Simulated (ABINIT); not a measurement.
## AlN (F-43m): G0W0 in ABINIT against the bands in the self-energy

Wanted: the cheapest bands in the self-energy that holds the gap of AlN (F-43m).

Method: PBE and many-body steps on it, plane waves, in ABINIT 10.8.3.

## 1. Set-up

It takes space group F-43m (No. 216, cubic). Conventional cell: a = 4.368 Å, b = 4.368 Å, c = 4.368 Å, α = 90.00°, β = 90.00°, γ = 90.00°. Nearest to Al lie 4 N at 1.89 Å. N has 4 Al at 1.89 Å nearest. Farther neighbours and most contacts between anions are not listed.

The cell and positions are those that the Materials Project relaxed with its own functionals (PBE, PBE+U or r2SCAN), kept fixed. This is not the form that AlN usually takes at ambient conditions.

## 2. Screening, 6×6×6 mesh, 382 bands, screening to 435.4 eV

This step: ABINIT 10.8.3; RPA screening on PBE, plane waves, norm-conserving pseudopotentials.

The RPA dielectric matrix is built and inverted for each q.

Input file run.abi:

```
acell 3*1.0 Angstrom
rprim 
  -0.000000000000 2.183993559600 2.183993559600
  2.183993559600 -0.000000000000 2.183993559600
  2.183993559600 2.183993559600 -0.000000000000
ntypat 2
znucl 13 7
natom 2
typat 1 2
xred 
  0.000000000000 0.000000000000 0.000000000000
  0.750000000000 0.750000000000 0.750000000000
pp_dirpath "pseudos"
pseudos "Al.upf, N.upf"
ecut 36
ngkpt 6 6 6
nshiftk 1
shiftk 0 0 0
kptopt 1
chksymbreak 0
istwfk *1
occopt 1
irdwfk 1
optdriver 3
nband 382
ecuteps 16
inclvkb 2
awtr 1
symchi 1
indata_prefix "in"
outdata_prefix "out"
tmpdata_prefix "tmp"
```

On the command line:

```
> OMP_NUM_THREADS=1 mpirun -n 8 abinit run.abi > log
```

The program printed:

```text
.Version 10.8.3 of ABINIT. v10.8.2 released Aug 2026.

 Symmetries : space group F-4 3 m (#216); Bravais cF (face-center cubic)
[... echo of the input left out ...]
== DATASET  1 ==================================================================
-   mpi_nproc: 8, omp_nthreads: 1 (-1 if OMP is not activated)

--- !DatasetInfo
iteration_state: {dtset: 1, }
dimensions: {natom: 2, nkpt: 16, mband: 382, nsppol: 1, nspinor: 1, nspden: 1, mpw: 1464, }
cutoff_energies: {ecut:  36.0, pawecutdg:  -1.0, }
electrons: {nelect:   8.00000000E+00, charge:   0.00000000E+00, occopt:   1.00000000E+00, tsmear:   1.00000000E-02, }

 SCREENING: Calculation of the susceptibility and dielectric matrices

 Based on a program developped by R.W. Godby, V. Olevano, G. Onida, and L. Reining.
 Incorporated in ABINIT by V. Olevano, G.-M. Rignanese, and M. Torrent.
.Using double precision arithmetic ; gwpc =  8

[... cell and pseudopotentials left out ...]
--------------------------------------------------------------------------------

 ==== K-mesh for the wavefunctions ====
 Number of points in the irreducible wedge :    16
[... list of points left out ...]
 Together with 24 symmetry operations and time-reversal symmetry
 yields   216 points in the full Brillouin Zone.

 ==== Q-mesh for the screening function ====
 Number of points in the irreducible wedge :    16
[... list of points left out ...]
 Together with 24 symmetry operations and time-reversal symmetry
 yields   216 points in the full Brillouin Zone.

 setmesh: FFT mesh size selected  =    25x   25x   25
          total number of points  =        15625

 vcoul_init : cutoff-mode = AUXILIARY_FUNCTION
 q-points for optical limit:   1
     1)      0.000010    0.000020    0.000030

- screening: taking advantage of time-reversal symmetry
- Maximum band index for partially occupied states nbvw = 4
- Remaining bands to be divided among processors   nbcw = 378
- Number of bands treated by each node ~47

 Number of electrons calculated from density =    8.0000; Expected =    8.0000
 average of density, n =  0.056900
 r_s =    1.6129
 omega_plasma =   23.0097 [eV]

 calculating chi0 at frequencies [eV] :
  1    0.000000E+00    0.000000E+00
  2    0.000000E+00    2.300966E+01

--------------------------------------------------------------------------------
  q-point number  1        q = ( 0.000000, 0.000000, 0.000000) [r.l.u.]
--------------------------------------------------------------------------------
[... chi0 elements left out ...]
 For q-point:  0.000010 0.000020 0.000030
  dielectric constant =   4.3476
  dielectric constant without local fields =   4.7916

  Average fulfillment of the sum rule on Im[epsilon] for q-point    1 :     98.93  [%]
[... wings left out ...]
  q-point number  2        q = ( 0.166667, 0.000000, 0.000000) [r.l.u.]
--------------------------------------------------------------------------------
[... chi0 elements left out ...]
  Average fulfillment of the sum rule on Im[epsilon] for q-point    2 :    100.01  [%]

 [... 14 further q-points ...]
```

Wall time 50 s (8 MPI ranks of AMD EPYC 9R45, shared host); peak memory 3.3 GiB; 6.6 min of CPU time.

Numbers from this step:

- ε∞ with local fields, on this mesh, along the program's q direction: 4.348
- the same without local fields: 4.792
- plasma frequency: 23.01 eV
- plane waves in the screening matrix: 411

Local fields lower ε∞ by 9 %.

## 3. 12 bands

This step: G0W0 on PBE, plane waves, norm-conserving pseudopotentials.

run.abi: that of step 2 with these lines changed.

```diff
@@ -23,8 +23,17 @@
 irdwfk 1
-optdriver 3
-nband 382
+optdriver 4
+nband 12
+gwcalctyp 0
+ecutsigx 36
+symsigma 1
+nkptgw 2
+kptgw 
+  0.0000000000 0.0000000000 0.0000000000
+  0.5000000000 0.5000000000 0.0000000000
+bdgw 
+  2 8
+  3 6
 ecuteps 16
-inclvkb 2
-awtr 1
-symchi 1
+irdscr 1
+ppmodel 1
 indata_prefix "in"
```

On the command line:

```
> OMP_NUM_THREADS=1 mpirun -n 6 abinit run.abi > log
```

The program printed:

```text
.Version 10.8.3 of ABINIT. v10.8.2 released Aug 2026.

 Symmetries : space group F-4 3 m (#216); Bravais cF (face-center cubic)
[... echo of the input left out ...]
== DATASET  1 ==================================================================
-   mpi_nproc: 6, omp_nthreads: 1 (-1 if OMP is not activated)

--- !DatasetInfo
iteration_state: {dtset: 1, }
dimensions: {natom: 2, nkpt: 16, mband: 12, nsppol: 1, nspinor: 1, nspden: 1, mpw: 1464, }
cutoff_energies: {ecut:  36.0, pawecutdg:  -1.0, }
electrons: {nelect:   8.00000000E+00, charge:   0.00000000E+00, occopt:   1.00000000E+00, tsmear:   1.00000000E-02, }

 SIGMA: Calculation of the GW corrections

 Based on a program developped by R.W. Godby, V. Olevano, G. Onida, and L. Reining.
 Incorporated in ABINIT by V. Olevano, G.-M. Rignanese, and M. Torrent.
.Using double precision arithmetic ; gwpc =  8

[... cell and pseudopotentials left out ...]
--------------------------------------------------------------------------------

 ==== K-mesh for the wavefunctions ====
 Number of points in the irreducible wedge :    16
[... list of points left out ...]
 Together with 24 symmetry operations and time-reversal symmetry
 yields   216 points in the full Brillouin Zone.

 ==== Q-mesh for screening function ====
 Number of points in the irreducible wedge :    16
[... list of points left out ...]
 Together with 24 symmetry operations and time-reversal symmetry
 yields   216 points in the full Brillouin Zone.

 vcoul_init : cutoff-mode = AUXILIARY_FUNCTION
 q-points for optical limit:   1
     1)      0.000010    0.000020    0.000030
 setmesh: FFT mesh size selected  =    32x   32x   32
          total number of points  =        32768

 Number of electrons calculated from density =    8.0000; Expected =    8.0000
 average of density, n =  0.056900
 r_s =    1.6129
 omega_plasma =   23.0097 [eV]

 === KS Band Gaps ===
  >>>> For spin  1
   Minimum direct gap =   4.1921 [eV], located at k-point      :   0.0000  0.0000  0.0000
   Fundamental gap    =   3.3248 [eV], Top of valence bands at :   0.0000  0.0000  0.0000
                                       Bottom of conduction at :   0.5000  0.5000  0.0000
 SIGMA fundamental parameters:
 PLASMON POLE MODEL  1
 number of plane-waves for SigmaX                 1459
 number of plane-waves for SigmaC and W            411
 number of plane-waves for wavefunctions          1459
 number of bands                                    12
 number of independent spin polarizations            1
 number of spinorial components                      1
 number of k-points in IBZ                          16
 number of q-points in IBZ                          16
 number of symmetry operations                      24
 number of k-points in BZ                          216
 number of q-points in BZ                          216
 number of frequencies for dSigma/dE                 9
 frequency step for dSigma/dE [eV]                0.25
 number of omega for Sigma on real axis              0
 max omega for Sigma on real axis  [eV]           0.00
 zcut for avoiding poles [eV]                     0.10

 EPSILON^-1 parameters (SCR file):
 dimension of the eps^-1 matrix on file            411
 dimension of the eps^-1 matrix used               411
 number of plane-waves for wavefunctions          1459
 number of bands                                   382
 number of q-points in IBZ                          16
 number of frequencies                               2
 number of real frequencies                          1
 number of imag frequencies                          1

 matrix elements of self-energy operator (all in [eV])

 Perturbative Calculation

--- !SelfEnergy_ee
iteration_state: {dtset: 1, }
kpoint     : [   0.000,    0.000,    0.000, ]
spin       : 1
KS_gap     :    4.192
QP_gap     :    5.268
Delta_QP_KS:    1.075
data: !SigmaeeData |
     Band     E0 <VxcDFT>   SigX SigC(E0)      Z dSigC/dE  Sig(E)    E-E0       E
        2   5.159 -16.959 -20.996   4.286   0.794  -0.259 -16.761   0.198   5.357
        3   5.159 -16.959 -20.996   4.286   0.794  -0.259 -16.761   0.198   5.357
        4   5.159 -16.959 -20.996   4.286   0.794  -0.259 -16.761   0.198   5.357
        5   9.351 -12.531  -8.056  -2.928   0.823  -0.215 -11.257   1.274  10.625
        6  17.748  -9.892  -4.092  -3.880   0.830  -0.205  -8.299   1.593  19.341
        7  17.748  -9.892  -4.092  -3.880   0.830  -0.205  -8.299   1.593  19.341
        8  17.748  -9.892  -4.092  -3.880   0.830  -0.205  -8.299   1.593  19.341

--- !SelfEnergy_ee
iteration_state: {dtset: 1, }
kpoint     : [   0.500,    0.500,    0.000, ]
spin       : 1
KS_gap     :    5.100
QP_gap     :    6.299
Delta_QP_KS:    1.199
data: !SigmaeeData |
     Band     E0 <VxcDFT>   SigX SigC(E0)      Z dSigC/dE  Sig(E)    E-E0       E
        3   3.383 -15.432 -20.146   4.364   0.789  -0.268 -15.708  -0.276   3.107
        4   3.383 -15.432 -20.146   4.364   0.789  -0.268 -15.708  -0.276   3.107
        5   8.483  -9.206  -5.016  -3.094   0.842  -0.187  -8.283   0.922   9.406
        6  13.810  -9.461  -4.383  -3.401   0.850  -0.177  -8.036   1.424  15.234

== END DATASET(S) ==============================================================
================================================================================

 -outvars: echo values of variables after computation  --------
           etotal      0.0000000000E+00
            nband          12
             nkpt          16
          spgroup         216
 [... the other variables as echoed above ...]

 Calculation completed.
```

Elapsed: 3.9 s, on 6 MPI ranks; peak memory 1.6 GiB; 22 s of CPU time.

This step gave:

```yaml
g0w0_gap_on_the_points_computed: 4.049 eV
starting_gap_on_the_mesh: 3.325 eV
k_of_the_valence_top: 0, 0, 0
k_of_the_conduction_bottom: 0.5, 0.5, 0
z_at_the_valence_top: 0.794
z_at_the_conduction_bottom: 0.842
least_direct_g0w0_gap_on_the_computed_points: 5.268 eV
```

## 4. 15 bands

run.abi: that of step 3 with these lines changed.

```diff
@@ -24,3 +24,3 @@
 optdriver 4
-nband 12
+nband 15
 gwcalctyp 0
```

On the command line:

```
> OMP_NUM_THREADS=1 mpirun -n 7 abinit run.abi > log
```

The program printed:

```text
.Version 10.8.3 of ABINIT. v10.8.2 released Aug 2026.

 Symmetries : space group F-4 3 m (#216); Bravais cF (face-center cubic)
[... echo of the input left out ...]
== DATASET  1 ==================================================================
-   mpi_nproc: 7, omp_nthreads: 1 (-1 if OMP is not activated)

--- !DatasetInfo
iteration_state: {dtset: 1, }
dimensions: {natom: 2, nkpt: 16, mband: 15, nsppol: 1, nspinor: 1, nspden: 1, mpw: 1464, }
cutoff_energies: {ecut:  36.0, pawecutdg:  -1.0, }
electrons: {nelect:   8.00000000E+00, charge:   0.00000000E+00, occopt:   1.00000000E+00, tsmear:   1.00000000E-02, }

 SIGMA: Calculation of the GW corrections

 Based on a program developped by R.W. Godby, V. Olevano, G. Onida, and L. Reining.
 Incorporated in ABINIT by V. Olevano, G.-M. Rignanese, and M. Torrent.
.Using double precision arithmetic ; gwpc =  8

[... cell and pseudopotentials left out ...]
--------------------------------------------------------------------------------

 ==== K-mesh for the wavefunctions ====
 Number of points in the irreducible wedge :    16
[... list of points left out ...]
 Together with 24 symmetry operations and time-reversal symmetry
 yields   216 points in the full Brillouin Zone.

 ==== Q-mesh for screening function ====
 Number of points in the irreducible wedge :    16
[... list of points left out ...]
 Together with 24 symmetry operations and time-reversal symmetry
 yields   216 points in the full Brillouin Zone.

 vcoul_init : cutoff-mode = AUXILIARY_FUNCTION
 q-points for optical limit:   1
     1)      0.000010    0.000020    0.000030
 setmesh: FFT mesh size selected  =    32x   32x   32
          total number of points  =        32768

 Number of electrons calculated from density =    8.0000; Expected =    8.0000
[...]
number of omega for Sigma on real axis              0
 max omega for Sigma on real axis  [eV]           0.00
 zcut for avoiding poles [eV]                     0.10

 EPSILON^-1 parameters (SCR file):
 dimension of the eps^-1 matrix on file            411
 dimension of the eps^-1 matrix used               411
 number of plane-waves for wavefunctions          1459
 number of bands                                   382
 number of q-points in IBZ                          16
 number of frequencies                               2
 number of real frequencies                          1
 number of imag frequencies                          1

 matrix elements of self-energy operator (all in [eV])

 Perturbative Calculation

--- !SelfEnergy_ee
iteration_state: {dtset: 1, }
kpoint     : [   0.000,    0.000,    0.000, ]
spin       : 1
KS_gap     :    4.192
QP_gap     :    5.291
Delta_QP_KS:    1.098
data: !SigmaeeData |
     Band     E0 <VxcDFT>   SigX SigC(E0)      Z dSigC/dE  Sig(E)    E-E0       E
        2   5.159 -16.959 -20.996   3.996   0.791  -0.264 -16.991  -0.032   5.127
        3   5.159 -16.959 -20.996   3.996   0.791  -0.264 -16.991  -0.032   5.127
        4   5.159 -16.959 -20.996   3.996   0.791  -0.264 -16.991  -0.032   5.127
[...]
--- !SelfEnergy_ee
iteration_state: {dtset: 1, }
kpoint     : [   0.500,    0.500,    0.000, ]
spin       : 1
KS_gap     :    5.100
QP_gap     :    6.337
Delta_QP_KS:    1.237
data: !SigmaeeData |
     Band     E0 <VxcDFT>   SigX SigC(E0)      Z dSigC/dE  Sig(E)    E-E0       E
[...]
5   8.483  -9.206  -5.016  -3.264   0.840  -0.190  -8.428   0.777   9.261
        6  13.810  -9.461  -4.383  -3.676   0.845  -0.183  -8.276   1.184  14.995

== END DATASET(S) ==============================================================
================================================================================

 -outvars: echo values of variables after computation  --------
           etotal      0.0000000000E+00
            nband          15
             nkpt          16
          spgroup         216
 [... the other variables as echoed above ...]

 Calculation completed.
```

It took 4.9 s on 7 MPI ranks; peak memory 1.9 GiB; 33 s of CPU time.

Numbers from this step:

| Quantity | Value |
| --- | --- |
| G0W0 gap on the points computed | 4.134 eV |
| starting gap on the mesh | 3.325 eV |
| k of the valence top | 0, 0, 0 |
| k of the conduction bottom | 0.5, 0.5, 0 |
| Z at the valence top | 0.791 |
| Z at the conduction bottom | 0.84 |
| least direct G0W0 gap on the computed points | 5.291 eV |

## 5. 37 bands

run.abi: that of step 4 with these lines changed.

```diff
@@ -24,3 +24,3 @@
 optdriver 4
-nband 15
+nband 37
 gwcalctyp 0
```

On the command line:

```
> OMP_NUM_THREADS=1 mpirun -n 8 abinit run.abi > log
```

The program printed:

```text
.Version 10.8.3 of ABINIT. v10.8.2 released Aug 2026.

 Symmetries : space group F-4 3 m (#216); Bravais cF (face-center cubic)
[... echo of the input left out ...]
== DATASET  1 ==================================================================
-   mpi_nproc: 8, omp_nthreads: 1 (-1 if OMP is not activated)

--- !DatasetInfo
iteration_state: {dtset: 1, }
dimensions: {natom: 2, nkpt: 16, mband: 37, nsppol: 1, nspinor: 1, nspden: 1, mpw: 1464, }
cutoff_energies: {ecut:  36.0, pawecutdg:  -1.0, }
electrons: {nelect:   8.00000000E+00, charge:   0.00000000E+00, occopt:   1.00000000E+00, tsmear:   1.00000000E-02, }

 SIGMA: Calculation of the GW corrections

 Based on a program developped by R.W. Godby, V. Olevano, G. Onida, and L. Reining.
 Incorporated in ABINIT by V. Olevano, G.-M. Rignanese, and M. Torrent.
.Using double precision arithmetic ; gwpc =  8

[... cell and pseudopotentials left out ...]
--------------------------------------------------------------------------------

 ==== K-mesh for the wavefunctions ====
 Number of points in the irreducible wedge :    16
[... list of points left out ...]
 Together with 24 symmetry operations and time-reversal symmetry
 yields   216 points in the full Brillouin Zone.

 ==== Q-mesh for screening function ====
 Number of points in the irreducible wedge :    16
[... list of points left out ...]
 Together with 24 symmetry operations and time-reversal symmetry
 yields   216 points in the full Brillouin Zone.

 vcoul_init : cutoff-mode = AUXILIARY_FUNCTION
 q-points for optical limit:   1
     1)      0.000010    0.000020    0.000030
 setmesh: FFT mesh size selected  =    32x   32x   32
          total number of points  =        32768

 Number of electrons calculated from density =    8.0000; Expected =    8.0000
[...]
number of omega for Sigma on real axis              0
 max omega for Sigma on real axis  [eV]           0.00
 zcut for avoiding poles [eV]                     0.10

 EPSILON^-1 parameters (SCR file):
 dimension of the eps^-1 matrix on file            411
 dimension of the eps^-1 matrix used               411
 number of plane-waves for wavefunctions          1459
 number of bands                                   382
 number of q-points in IBZ                          16
 number of frequencies                               2
 number of real frequencies                          1
 number of imag frequencies                          1

 matrix elements of self-energy operator (all in [eV])

 Perturbative Calculation

--- !SelfEnergy_ee
iteration_state: {dtset: 1, }
kpoint     : [   0.000,    0.000,    0.000, ]
spin       : 1
KS_gap     :    4.192
QP_gap     :    5.473
Delta_QP_KS:    1.281
data: !SigmaeeData |
     Band     E0 <VxcDFT>   SigX SigC(E0)      Z dSigC/dE  Sig(E)    E-E0       E
        2   5.159 -16.959 -20.996   3.295   0.786  -0.272 -17.542  -0.583   4.576
        3   5.159 -16.959 -20.996   3.295   0.786  -0.272 -17.542  -0.583   4.576
        4   5.159 -16.959 -20.996   3.295   0.786  -0.272 -17.542  -0.583   4.576
[...]
--- !SelfEnergy_ee
iteration_state: {dtset: 1, }
kpoint     : [   0.500,    0.500,    0.000, ]
spin       : 1
KS_gap     :    5.100
QP_gap     :    6.469
Delta_QP_KS:    1.369
data: !SigmaeeData |
     Band     E0 <VxcDFT>   SigX SigC(E0)      Z dSigC/dE  Sig(E)    E-E0       E
[...]
5   8.483  -9.206  -5.016  -3.653   0.836  -0.196  -8.757   0.449   8.932
        6  13.810  -9.461  -4.383  -4.216   0.839  -0.192  -8.738   0.723  14.533

== END DATASET(S) ==============================================================
================================================================================

 -outvars: echo values of variables after computation  --------
           etotal      0.0000000000E+00
            nband          37
             nkpt          16
          spgroup         216
 [... the other variables as echoed above ...]

 Calculation completed.
```

The job ended after 7 s (8 MPI ranks; peak memory 2.2 GiB).

Numbers from this step:

```
G0W0 gap on the points computed              : 4.356 eV
starting gap on the mesh                     : 3.325 eV
k of the valence top                         : 0, 0, 0
k of the conduction bottom                   : 0.5, 0.5, 0
Z at the valence top                         : 0.786
Z at the conduction bottom                   : 0.836
least direct G0W0 gap on the computed points : 5.473 eV
```

[end of part 1 of 2]

[Paths, hosts, dates, memory and timing lines, banners, echoed tables and standing remarks are left out of the program output.]

[Logs are printed without paths, hosts, clocks, repeated set-up lines and the standing remarks that a program may print on its own settings, such as how far it seeks lower states.]

[Runs of the session that timed out or met a known fault of the program may be left out.]

[No measured gap is set beside runs whose start may be inverted or whose files or cutoffs have a known fault.]

[Hosts, paths, dates, database ids (printed as entryN), source tags and the programs' standing remarks are cut or masked in the printed files.]

[G0W0 gaps are taken among the corrected bands and points alone; a level outside them can change the order at an edge.]

[Where Ansatz stands beside ABINIT at settings called matched, ABINIT's density can come from a denser mesh and the files from another edition; pairs whose starting gaps differed by over 0.03 eV were left out, so agreement reads better than it is.]
